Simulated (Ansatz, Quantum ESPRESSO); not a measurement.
# 1T-PtS2, 1 layer: the energy at a withheld member of a series

Method. Quantum ESPRESSO 7.5, PBE, GBRV ultrasoft. Cell and atoms are first relaxed; each strained cell is then held and the atoms relax in it. A periodic run with 15 Å of vacuum in the starting cell gives the vacuum levels, and bands follow along a path. The series steps biaxial strain. Energies count from the lowest.

```tsv
biaxial strain	energy (eV)
-4 %	0.1286
-3 %	0.0719
-2 %	0.0319
-1 %	0.0080
0 %	0.0000
1 %	0.0071
3 %	0.0645
4 %	0.1136
```

One more run was made and is withheld. What is the energy at 2 %?

**Worked estimate.** The rows at 1 % and 3 % give a slope of (0.0645 − (0.0071))/(3 − (1)) = 0.0287, so a straight line gives 0.0358 eV. A parabola through these and the row at 0 % gives 0.0286 eV.

**Check.** 0.0287 eV. The line misses by +0.0071 and the parabola by −0.0001 eV. The parabola does better.

Caveats: Semilocal gaps are too small; the 1×1 cell can't ripple over many cells under compression as a free sheet would. No spin-orbit coupling.

[Logs are printed without paths, hosts, clocks, repeated set-up lines and the standing remarks that a program may print on its own settings, such as how far it seeks lower states.]
